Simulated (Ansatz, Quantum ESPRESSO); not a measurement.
# InP (zinc blende): bulk modulus from a few volumes

How stiff is zinc blende InP under hydrostatic load? Each row scales the relaxed cell evenly and relaxes the atoms. The phase is followed to these pressures whether or not it stays the stable one.

Calculated with Quantum ESPRESSO 7.5, PBEsol, PseudoDojo 0.4.1 norm-conserving potentials, cutoff 1170 eV, Fermi–Dirac smearing 0.02 eV, k-mesh 8×8×8, no spin polarisation, no spin-orbit coupling.

Reference cell, relaxed at zero pressure with PBEsol (F-43m): a = 4.1585 Å, b = 4.1585 Å, c = 4.1585 Å, α = 60.00°, β = 60.00°, γ = 60.00°.

```
atom       x       y       z
  In  0.0000  0.0000  0.0000
   P  0.7500  0.7500  0.7500
```

```csv
V (Å³/atom),V/V0,P (GPa),E − E0 (meV/atom)
24.4089,0.9600,2.990,9.2
24.9174,0.9800,1.412,2.2
25.9344,1.0200,−1.259,2.0
26.4429,1.0400,−2.385,7.8
26.9514,1.0600,−3.388,17.0
```

V0 = 25.4259 Å³ an atom, where the residual pressure P0 is +0.001 GPa. **Question.** Fit the Birch–Murnaghan law and give the pressure and the energy at V = 23.9003 Å³ an atom, a row left out above.

With the Eulerian strain f = ½[(V0/V)^(2/3) − 1] and F = (P − P0)/[3f(1 + 2f)^(5/2)], the third-order law is the line F = B0 + (3/2) B0 (B′ − 4) f.

| f | F (GPa) |
| --- | --- |
| 0.01379 | 67.48 |
| 0.00678 | 67.08 |
| −0.00656 | 66.20 |
| −0.01290 | 65.80 |
| −0.01905 | 65.35 |

A straight line through the 5 rows: the means are −0.003588 for f and 66.382 for F, Σ(Δx)² = 0.0007441 and ΣΔxΔy = 0.04824, so the slope is 0.04824/0.0007441 = 64.823 and the intercept 66.382 − (64.823)(−0.003588) = 66.615.

Hence B0 = 66.6 GPa and B′ = 4 + (64.8)/(1.5 × 66.6) = 4.65. For the withheld volume f = 0.02106, F = 67.98 GPa and P = 4.76 GPa, an extrapolation past the fitted rows. The run itself gives 4.76 GPa, so the estimate misses by 0.00 GPa, a rounding's worth.

Integrating the same law gives E − E0 = (9/2) B0 V0 f²[1 + (B′ − 4) f] + P0(V0 − V), with 1 GPa Å³ = 6.2415 meV: 21.4 meV an atom. The run itself gives 21.4 meV, so the estimate misses by 0.0 meV, a rounding's worth.

The same fit over all rows at other levels or in other programs gives B0 = 68 GPa with r2SCAN (Ansatz), 67 GPa with PBEsol (Quantum ESPRESSO, GBRV) and 71 GPa with LDA (Quantum ESPRESSO, GBRV).

[Logs are printed without paths, hosts, clocks, repeated set-up lines and the standing remarks that a program may print on its own settings, such as how far it seeks lower states.]
